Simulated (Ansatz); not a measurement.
ZnSnN2 (Pna2_1), computed twice by G0W0.

The structure is orthorhombic, space group Pna2_1 (No. 33). Conventional cell: a = 5.854 Å, b = 6.737 Å, c = 5.481 Å, α = 90.00°, β = 90.00°, γ = 90.00°. Nearest to Zn lie 4 N at 2.05 to 2.07 Å. Sn has 4 N at 2.06 to 2.08 Å nearest. Nearest to N lie 2 Zn at 2.05 to 2.07 Å and 2 Sn at 2.07 to 2.08 Å. Nearest to N lie 2 Zn at 2.05 Å and 2 Sn at 2.06 to 2.07 Å. Farther neighbours and most contacts between anions are not listed.

```xyz
16
Lattice="5.8543 0.0000 0.0000 0.0000 6.7375 0.0000 0.0000 0.0000 5.4806" Properties=species:S:1:pos:R:3 pbc="T T T"
Zn    3.4134    5.8949    5.4741
Zn    2.4409    0.8426    2.7338
Zn    5.3680    2.5262    2.7338
Zn    0.4863    4.2113    5.4741
Sn    3.4447    2.5270    5.4766
Sn    2.4096    4.2105    2.7363
Sn    5.3368    5.8957    2.7363
Sn    0.5175    0.8418    5.4766
N     3.4095    2.5223    2.0736
N     2.4448    4.2152    4.8139
N     5.3719    5.8910    4.8139
N     0.4824    0.8464    2.0736
N     3.3938    5.9006    2.0473
N     2.4605    0.8369    4.7876
N     5.3876    2.5318    4.7876
N     0.4667    4.2056    2.0473
```

The cell and positions are those that the Materials Project relaxed with its own functionals (PBE, PBE+U or r2SCAN), kept fixed.

The first (Ansatz 0.2.0; start PBE, 2×2×2 mesh, 490 empty bands, screening to 100 eV, PAW set soft_1 files; 1 × NVIDIA H100 80GB HBM3 (shared by 6 runs) with 2 threads of AMD EPYC 7R13 (Zen 3), shared host) gave, on its mesh: starting gap 0.20 eV, G0W0 gap 0.68 eV, RPA ε∞ (mean) 821.22, 19 s.

Question: The second changes screening cutoff (eV) from 100 to 300. What does it give?

It gave: starting gap 0.20 eV, G0W0 gap 0.67 eV, RPA ε∞ (mean) 798.93, 33 s. The G0W0 gap moves by −0.01 eV, +0.00 eV from the start and −0.01 eV from the correction. Σc changes by −0.02 eV at the valence top and −0.03 eV at the conduction bottom, and Σx − Vxc between them by +0.00 eV.

Limits: not at the basis limit; screening runs away on this mesh; d shell near the gap, gap tends to lie low; no spin-orbit coupling; coarse k mesh.

[Paths, hosts, dates, memory and timing lines, banners, echoed tables and standing remarks are left out of the program output.]

[Logs are printed without paths, hosts, clocks, repeated set-up lines and the standing remarks that a program may print on its own settings, such as how far it seeks lower states.]

[Runs of the session that timed out or met a known fault of the program may be left out.]

[Cells called generated may have been cut or substituted from an entry of the Crystallography Open Database or the Materials Project.]

[Hosts, paths, dates, database ids (printed as entryN), source tags and the programs' standing remarks are cut or masked in the printed files.]
